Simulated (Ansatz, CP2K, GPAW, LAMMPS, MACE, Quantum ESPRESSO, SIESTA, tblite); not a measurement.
**SIESTA runs on aqueous Ca2+ and HSO4-, 2.3 mol of salt per kg of water at 360 K (85 atoms)**

Aim: run aqueous Ca2+ and HSO4-, 2.3 mol of salt per kg of water at 360 K (85 atoms) in SIESTA and see how near its forces come to a plane-wave reference, and at what cost.

Calculated with SIESTA 5.4.2; the method is named at each step.

## (1) The structure

The cell holds 85 atoms: 32 O, 2 S, 50 H and 1 Ca. Its edges and angles: a = 9.346 Å, b = 9.346 Å, c = 9.346 Å, α = 90.0°, β = 90.0°, γ = 90.0°. 24 H2O, 1 Ca2+, 2 HSO4- placed at random, at 1.36 g/cm³; overlaps pushed apart, then 10 ps at 420 K with divalent ions of Li, Roberts, Chakravorty and Merz (J. Chem. Theory Comput. 9, 2733 (2013)); MMFF94 bonds, angles, torsions, charges and radii (Halgren, J. Comput. Chem. 17, 490 (1996)) in harmonic and 12-6 forms; SPC/E water (Berendsen, Grigera and Straatsma, J. Phys. Chem. 91, 6269 (1987)). Snapshot after 20 ps at 360 K and fixed volume.

The yardstick, on the same geometry:

```
method                                           : Kohn-Sham DFT, PBE, SSSP efficiency 1.3.0 pseudopotentials, plane waves (Quantum ESPRESSO 7.5); sssp-pbe-1.3.0-efficiency, cutoffs 60/480 Ry, Γ point
r.m.s. force component                           : 0.6261 eV/Å
longest force                                    : 2.241 eV/Å
pressure                                         : -1.035 GPa
gap (highest filled to lowest empty level) : 4.103 eV
time                                             : 2 min on 2 MPI ranks of Arm Neoverse V1, shared host
CPU time                                         : 4.1 min
```

## (2) PBE, DZP, shift 0.01 Ry, mesh 500 Ry

Method: Kohn-Sham DFT, PBE, PseudoDojo 0.4.1 norm-conserving pseudopotentials (converted to PSML), numerical atomic orbitals (DZP), diagonalisation.

The .psml files are PseudoDojo norm-conserving potentials that we converted to this format, checked against plane waves on the same files for H, C, O, Si, Ge and Ca alone.

Contents of input.fdf:

```
SystemLabel cell
NumberOfAtoms 85
NumberOfSpecies 4
%block ChemicalSpeciesLabel
  1 8 O
  2 16 S
  3 1 H
  4 20 Ca
%endblock ChemicalSpeciesLabel
LatticeConstant 1.0 Ang
%block LatticeVectors
  9.34568 0.00000 0.00000
  0.00000 9.34568 0.00000
  0.00000 0.00000 9.34568
%endblock LatticeVectors
PAO.BasisSize DZP
PAO.EnergyShift 0.01 Ry
XC.Functional GGA
XC.Authors PBE
MeshCutoff 500 Ry
%block kgrid_Monkhorst_Pack
  1 0 0 0.0
  0 1 0 0.0
  0 0 1 0.0
%endblock kgrid_Monkhorst_Pack
SolutionMethod diagon
OccupationFunction FD
ElectronicTemperature 580 K
SCF.Mixer.Method Pulay
SCF.Mixer.Weight 0.15
SCF.Mixer.History 8
SCF.Mix Hamiltonian
MaxSCFIterations 300
SCF.DM.Tolerance 1e-04
SCF.H.Tolerance 1.0e-3 eV
WriteForces T
Write.HirshfeldPop T
Write.VoronoiPop T
Write.DM F
Write.H F
XML.Write F
AtomicCoordinatesFormat Fractional
%block AtomicCoordinatesAndAtomicSpecies
  0.28254 0.70154 0.95248 1
  0.26159 0.59508 0.08749 2
  0.10449 0.58309 0.10119 1
  0.33140 0.66172 0.21322 1
  0.33117 0.46480 0.03732 1
  0.24212 0.79783 0.98529 3
  0.62533 0.06097 0.91682 1
  0.78551 0.00181 0.93332 2
  0.85855 0.04441 0.80405 1
  0.76420 0.84371 0.93995 1
  0.83143 0.07617 0.05960 1
  0.61686 0.16300 0.94527 3
  0.26048 0.91305 0.51607 1
  0.30529 0.96631 0.59734 3
  0.33184 0.90181 0.43713 3
  0.69418 0.48456 0.60975 1
  0.75887 0.39938 0.60698 3
  0.61093 0.46405 0.67377 3
  0.61383 0.79429 0.68563 1
  0.51771 0.84129 0.68659 3
  0.64960 0.78420 0.78597 3
  0.39794 0.02735 0.73704 1
  0.32362 0.08991 0.78189 3
  0.49367 0.04981 0.77924 3
  0.33916 0.48815 0.41903 1
  0.34718 0.54788 0.33061 3
  0.29812 0.54714 0.49831 3
  0.65675 0.52160 0.30123 1
  0.71494 0.50478 0.21303 3
  0.60295 0.43248 0.32600 3
  0.71515 0.24860 0.32232 1
  0.74115 0.24796 0.42611 3
  0.79855 0.21476 0.26445 3
  0.82437 0.81120 0.24524 1
  0.85341 0.91081 0.21908 3
  0.80036 0.75657 0.15642 3
  0.87972 0.25224 0.60637 1
  0.88983 0.18400 0.68816 3
  0.97550 0.29340 0.58222 3
  0.27349 0.96041 0.08560 1
  0.19484 0.01936 0.12790 3
  0.35009 0.94536 0.15878 3
  0.81628 0.95566 0.50956 1
  0.88532 0.00719 0.44610 3
  0.83650 0.98030 0.61170 3
  0.25086 0.62401 0.67173 1
  0.28654 0.64905 0.76945 3
  0.24591 0.71252 0.61181 3
  0.09210 0.20590 0.09506 1
  0.99443 0.20314 0.05145 3
  0.12792 0.30672 0.09597 3
  0.00708 0.10522 0.35030 1
  0.04518 0.12227 0.25178 3
  0.06533 0.16038 0.42111 3
  0.45560 0.42437 0.75299 1
  0.41589 0.43882 0.85130 3
[... 25 atom lines left out ...]
  0.14085 0.16631 0.78510 1
  0.14558 0.21858 0.87835 3
  0.06649 0.08960 0.79095 3
  0.76055 0.70127 0.47755 4
%endblock AtomicCoordinatesAndAtomicSpecies
```

Launch:

```console
$ OMP_NUM_THREADS=1 mpirun -np 2 siesta < input.fdf > output.txt
```

Log:

```text
Version         : 5.4.2
reinit: System Name:
reinit: System Label: cell
initatom: Reading input for the pseudopotentials and atomic orbitals ----------
Species number:   1 Atomic number:    8 Label: O
Species number:   2 Atomic number:   16 Label: S
Species number:   3 Atomic number:    1 Label: H
Species number:   4 Atomic number:   20 Label: Ca
Ground state valence configuration (from tables):   2s02  2p04  3d00  4f00
Ground state valence configuration (from tables):   3s02  3p04  3d00  4f00
Ground state valence configuration (from tables):   1s01  2p00  3d00  4f00
Ground state valence configuration (from tables):   4s02  4p00  3d00  4f00
---- Processing specs for species: O
GGA--PBE XC_GGA_X_PBE--XC_GGA_C_PBE pb
---- Processing specs for species: S
GGA--PBE XC_GGA_X_PBE--XC_GGA_C_PBE pb
---- Processing specs for species: H
GGA--PBE XC_GGA_X_PBE--XC_GGA_C_PBE pb
---- Processing specs for species: Ca
GGA--PBE XC_GGA_X_PBE--XC_GGA_C_PBE pb
Semicore shell(s) with  8 electrons included in the valence for Ca
Semicore shell(s): 3s 3p
Fallback to non-perturbative polarization scheme for Ca
Please see the manual if this is not desired in principle
O pseudopotential only contains V_ls up to l=2 -- lmxkb reset.
S pseudopotential only contains V_ls up to l=2 -- lmxkb reset.
H pseudopotential only contains V_ls up to l=1 -- lmxkb reset.
Using PAO.SplitTailNorm
%block ChemicalSpeciesLabel
    1    8 O                       # Species index, atomic number, species label
    2   16 S                       # Species index, atomic number, species label
    3    1 H                       # Species index, atomic number, species label
    4   20 Ca                      # Species index, atomic number, species label
%endblock ChemicalSpeciesLabel
%block PAO.Basis                 # Define Basis set
O                     2                    # Species label, number of l-shells
 n=2   0   2                         # n, l, Nzeta
   3.532      2.299
   1.000      1.000
 n=2   1   2 P   1                   # n, l, Nzeta, Polarization, NzetaPol
   4.300      2.782
[...]
S                     2                    # Species label, number of l-shells
 n=3   0   2                         # n, l, Nzeta
[...]
n=3   1   2 P   1                   # n, l, Nzeta, Polarization, NzetaPol
[...]
H                     1                    # Species label, number of l-shells
 n=1   0   2 P   1                   # n, l, Nzeta, Polarization, NzetaPol
[...]
Ca                    4                    # Species label, number of l-shells
 n=3   0   1                         # n, l, Nzeta
   3.189
   1.000
 n=4   0   2                         # n, l, Nzeta
   8.412      6.393
   1.000      1.000
 n=3   1   1                         # n, l, Nzeta
   3.626
   1.000
 n=4   1   1                         # n, l, Nzeta
   8.412
   1.000
%endblock PAO.Basis
coor:   Atomic-coordinates input format  =     Fractional
siesta: System type = bulk
initatomlists: Number of atoms, orbitals, and projectors:     85   701   720
siesta: ******************** Simulation parameters ****************************
Total number of electrons:   264.000000
Total ionic charge:   264.000000
 Kpoints in:            1 . Kpoints trimmed:            1
siesta: k-grid: Number of k-points = 1
siesta: k-points from Monkhorst-Pack grid
siesta: k-cutoff (effective) =     4.673 Ang
siesta: k-point supercell and displacements
siesta: k-grid:     1     0     0      0.000
siesta: k-grid:     0     1     0      0.000
siesta: k-grid:     0     0     1      0.000
                     ====================================
                        Single-point calculation
                     ====================================
outcell: Unit cell vectors (Ang):
        9.345680    0.000000    0.000000
        0.000000    9.345680    0.000000
        0.000000    0.000000    9.345680
outcell: Cell vector modules (Ang)   :    9.345680    9.345680    9.345680
outcell: Cell angles (23,13,12) (deg):     90.0000     90.0000     90.0000
outcell: Cell volume (Ang**3)        :    816.2679
Gamma-point calculation with interaction between periodic images
Gamma-point calculation with interaction between periodic images
Some features might not work optimally:
Some features might not work optimally:
e.g. DM initialization from atomic data
e.g. DM initialization from atomic data
new_DM -- step:     1
Initializing Density Matrix...
Attempting to read DM from file... Failed...
DM filled with atomic data:
InitMesh: MESH = 128 x 128 x 128 = 2097152
InitMesh: Mesh cutoff (required, used) =   500.000   518.442 Ry
stepf: Fermi-Dirac step function
        iscf     Eharris(eV)        E_KS(eV)     FreeEng(eV)     dDmax    Ef(eV) dHmax(eV)
   scf:    1   -16819.966335   -16818.367295   -16818.367295  1.838790 -5.286266 10.266380
   scf:    2   -16848.618382   -16834.737067   -16834.737067  0.063309 -5.525721  6.274382
   scf:    3   -16846.901340   -16844.445654   -16844.445654  0.101574 -3.469362  1.266930
[...]
scf:   10   -16844.618992   -16844.618984   -16844.618984  0.000199 -4.136206  0.002468
   scf:   11   -16844.618986   -16844.618985   -16844.618985  0.000072 -4.134755  0.000352
SCF Convergence by DM+H criterion
max |DM_out - DM_in|         :     0.0000719066
max |H_out - H_in|      (eV) :     0.0003520827
SCF cycle converged after 11 iterations
Using DM_out to compute the final energy and forces
siesta: E_KS(eV) =           -16844.6190
siesta: E_KS - E_eggbox =    -16844.6190
siesta: Atomic forces (eV/Ang):
     1    0.008533    0.589929    0.194926
     2   -1.190038    1.444614   -0.006107
     3   -0.275007   -0.542390    0.216960
[...]
84    0.332340    0.686334    0.468959
    85   -0.123833    0.002313    0.085805
----------------------------------------
   Tot    0.003579   -0.005104    0.000803
----------------------------------------
   Max    2.379884
   Res    0.551566    sqrt( Sum f_i^2 / 3N )
----------------------------------------
   Max    2.379884    constrained
Stress tensor Voigt[x,y,z,yz,xz,xy] (kbar):       15.29        2.03       12.70        1.98        0.91       -0.69
(Free)E + p*V (eV/cell)   -16849.7177
Target enthalpy (eV/cell)   -16844.6190
siesta: Program's energy decomposition (eV):
siesta: Ebs     =     -3928.685056
siesta: Eions   =     25268.667745
siesta: Ena     =      4168.734924
siesta: Ekin    =     11045.663070
siesta: Enl     =     -2240.465949
siesta: DEna    =       -66.060047
siesta: DUscf   =        18.316556
siesta: Ex      =     -4206.963919
siesta: Ec      =      -295.175876
siesta: Exc     =     -4502.139796
siesta: Eharris =    -16844.618986
siesta: Etot    =    -16844.618985
siesta: FreeEng =    -16844.618985
siesta: Final energy (eV):
siesta:  Band Struct. =   -3928.685056
siesta:       Kinetic =   11045.663070
siesta:       Hartree =    7407.524443
siesta:         Exch. =   -4206.963919
siesta:         Corr. =    -295.175876
siesta:   Exch.-corr. =   -4502.139796
siesta:  Ion-electron =  -24734.372638
siesta:       Ion-ion =   -6061.294064
siesta:         Total =  -16844.618985
siesta:         Fermi =      -4.134755
siesta: Stress tensor (static) (eV/Ang**3):
siesta:     0.009543   -0.000432    0.000566
siesta:    -0.000432    0.001269    0.001238
siesta:     0.000566    0.001238    0.007927
siesta: Cell volume =        816.267903 Ang**3
siesta: Pressure (static):
siesta:                Solid            Molecule  Units
siesta:          -0.00006803          0.00003777  Ry/Bohr**3
siesta:          -0.00624636          0.00346798  eV/Ang**3
siesta:         -10.00776569          5.55631754  kBar
    Orbital volume contribution        =          20.647200 eV
    (Free)E + p_basis*V_orbitals       =      -16823.971785 eV
    (Free)Eharris+ p_basis*V_orbitals  =      -16823.971786 eV
Hirshfeld Atomic Populations:
Atom #   charge [q] valence [e]  Species
     1    -0.123254    6.123254  O
     2     0.462720    5.537280  S
     3    -0.213530    6.213530  O
     4    -0.157662    6.157662  O
[...]
6     0.099464    0.900536  H
[...]
8     0.473179    5.526821  S
[...]
12     0.108334    0.891666  H
[...]
14     0.062202    0.937798  H
[...]
85     0.448539    9.551461  Ca
--------------------
 Total     0.000002
Voronoi Atomic Populations:
Atom #   charge [q] valence [e]  Species
[...]
2     0.567118    5.432882  S
[...]
8     0.577545    5.422455  S
[...]
79    -0.184586    6.184586  O
[...]
82    -0.143021    6.143021  O
    83     0.102038    0.897962  H
    84     0.100020    0.899980  H
    85     0.319563    9.680437  Ca
--------------------
 Total     0.000002
```

Wall time 61 s (2 MPI ranks of Arm Neoverse V1, shared host); peak memory 1.2 GiB; 2 min of CPU time.

Banners, paths, timers and routine set-up lines are dropped from the logs unmarked, and long logs keep their key lines alone; longer cuts are marked.

Compared with the plane-wave run:

| Item | Value |
| --- | --- |
| r.m.s. force component | 0.5516 eV/Å |
| r.m.s. difference of force components | 243.5 meV/Å |
| longest difference of force vectors | 911.6 meV/Å |
| force difference over r.m.s. force | 38.89 % |
| slope of forces against the reference's | 0.8124 |
| correlation of force components | 0.9222 |
| gap (highest filled to lowest empty level) | 4.365 eV |
| gap difference | 0.2629 eV |
| pressure | -1.001 GPa |
| pressure difference | 0.0345 GPa |

This run lies far from the reference in forces at the same functional.

Length of the force difference by element (eV/Å):

```
element  atoms  mean  most
     Ca      1  0.17  0.17
      H     50  0.36  0.48
      O     32  0.47  0.91
      S      2  0.13  0.17
```

Levels nearest the highest filled one (eV from it): -0.87, -0.81, -0.75, -0.73, -0.69, -0.56, -0.46, -0.33, -0.28, -0.20, -0.09, 0.00, 4.37, 6.11, 6.32, 6.43, 6.57, 6.61, 6.69, 6.74, 6.93, 7.40, 7.50, 7.60.

A closer look about O11, which bears the longest force: 9 atoms, nearest first, numbered in the order of the input, with positions taken from that point.

```
atom      x      y      z  distance (Å)  bonds  Hirshfeld charge (e)     Fx     Fy  Fz (eV/Å)
 O11   0.00   0.00   0.00          0.00      1                 -0.19   1.63   0.45       2.38
  S8  -0.43  -0.69  -1.18          1.44      4                  0.47  -2.22  -0.56      -0.22
 H50   1.52   1.19  -0.08          1.93      1                  0.09   0.16   0.44       0.08
 H35   0.21  -1.55   1.49          2.16      1                  0.10  -0.33  -1.03      -0.11
 H33  -0.31   1.30   1.91          2.33      1                  0.12  -0.24   0.13       0.92
  O7  -1.93  -0.14  -1.33          2.35      2                 -0.12  -1.02  -0.53      -0.80
 H12  -2.01   0.81  -1.07          2.41      1                  0.11   0.07   0.51       0.73
  O9   0.25  -0.30  -2.39          2.42      1                 -0.16   1.72   0.08      -1.88
 O10  -0.63  -2.17  -1.12          2.52      1                 -0.16   0.41   0.77      -0.07
```

Forces lie 39 % from the reference's, at 0.50 times its CPU time.

## (3) PBE, SZP, shift 0.01 Ry, mesh 500 Ry

Method: Kohn-Sham DFT, PBE, PseudoDojo 0.4.1 norm-conserving pseudopotentials (converted to PSML), numerical atomic orbitals (SZP), diagonalisation.

input.fdf, as its differences from that of step 2:

```diff
@@ -15,3 +15,3 @@
 %endblock LatticeVectors
-PAO.BasisSize DZP
+PAO.BasisSize SZP
 PAO.EnergyShift 0.01 Ry
```

Log:

```text
Version         : 5.4.2
reinit: System Name:
reinit: System Label: cell
initatom: Reading input for the pseudopotentials and atomic orbitals ----------
Species number:   1 Atomic number:    8 Label: O
Species number:   2 Atomic number:   16 Label: S
Species number:   3 Atomic number:    1 Label: H
Species number:   4 Atomic number:   20 Label: Ca
Ground state valence configuration (from tables):   2s02  2p04  3d00  4f00
Ground state valence configuration (from tables):   3s02  3p04  3d00  4f00
[... lines left out ...]
        iscf     Eharris(eV)        E_KS(eV)     FreeEng(eV)     dDmax    Ef(eV) dHmax(eV)
[... lines left out ...]
SCF Convergence by DM+H criterion
[... lines left out ...]
SCF cycle converged after 12 iterations
[... lines left out ...]
   Max    4.329624
[... lines left out ...]
   Max    4.329624    constrained
Stress tensor Voigt[x,y,z,yz,xz,xy] (kbar):      -49.39      -55.42      -62.23       -1.56        1.50       -0.98
[... lines left out ...]
siesta: FreeEng =    -16807.898522
[... lines left out ...]
siesta:         Fermi =      -4.095178
[... lines left out ...]
siesta: Pressure (static):
siesta:                Solid            Molecule  Units
siesta:           0.00037851          0.00047295  Ry/Bohr**3
siesta:           0.03475277          0.04342386  eV/Ang**3
siesta:          55.68007353         69.57268736  kBar
    Orbital volume contribution        =          17.772823 eV
    (Free)E + p_basis*V_orbitals       =      -16790.125699 eV
    (Free)Eharris+ p_basis*V_orbitals  =      -16790.125699 eV
Hirshfeld Atomic Populations:
Atom #   charge [q] valence [e]  Species
     1    -0.141418    6.141418  O
     2     0.462890    5.537110  S
     3    -0.215444    6.215444  O
     4    -0.168185    6.168185  O
[...]
6     0.114986    0.885014  H
[...]
8     0.475128    5.524872  S
[...]
12     0.121215    0.878785  H
[...]
14     0.067905    0.932095  H
[...]
85     0.424259    9.575741  Ca
--------------------
 Total    -0.000004
Voronoi Atomic Populations:
Atom #   charge [q] valence [e]  Species
[...]
2     0.695511    5.304489  S
[...]
8     0.711836    5.288164  S
[...]
79    -0.196424    6.196424  O
[...]
82    -0.158913    6.158913  O
    83     0.111972    0.888028  H
    84     0.110456    0.889544  H
    85     0.314014    9.685986  Ca
--------------------
 Total    -0.000004
```

Run time: 57 s. Hardware: 2 MPI ranks; peak memory 1.1 GiB; 1.9 min of CPU time.

Numbers from this run, and their distance from the reference:

| Quantity | Value |
| --- | --- |
| r.m.s. force component | 1.226 eV/Å |
| r.m.s. difference of force components | 1452 meV/Å |
| longest difference of force vectors | 3482 meV/Å |
| force difference over r.m.s. force | 231.9 % |
| slope of forces against the reference's | -0.2716 |
| correlation of force components | -0.1387 |
| gap (highest filled to lowest empty level) | 4.99 eV |
| gap difference | 0.8876 eV |
| pressure | 5.568 GPa |
| pressure difference | 6.603 GPa |

This is a coarse setting, run to see what it loses.

Against the first run (39 %), the force difference from the reference is 232 %, at 0.94 times the CPU time, with 514 basis functions against 701: the smaller basis costs accuracy.

(Continued in part 2 of 2.)

[Also dropped from logs without a mark: logging warnings of Python, and SIESTA's first energy breakdown and zero terms.]

[Logs are printed without paths, hosts, clocks, repeated set-up lines and the standing remarks that a program may print on its own settings, such as how far it seeks lower states.]

[Hosts, paths, dates, database ids (printed as entryN), source tags and the programs' standing remarks are cut or masked in the printed files.]

[The MMFF94 radii named for the starting cell were scaled by 0.96; in molecules described by MMFF94, hydrogen bound to N, O or S took a small fixed 12-6 site in their place.]
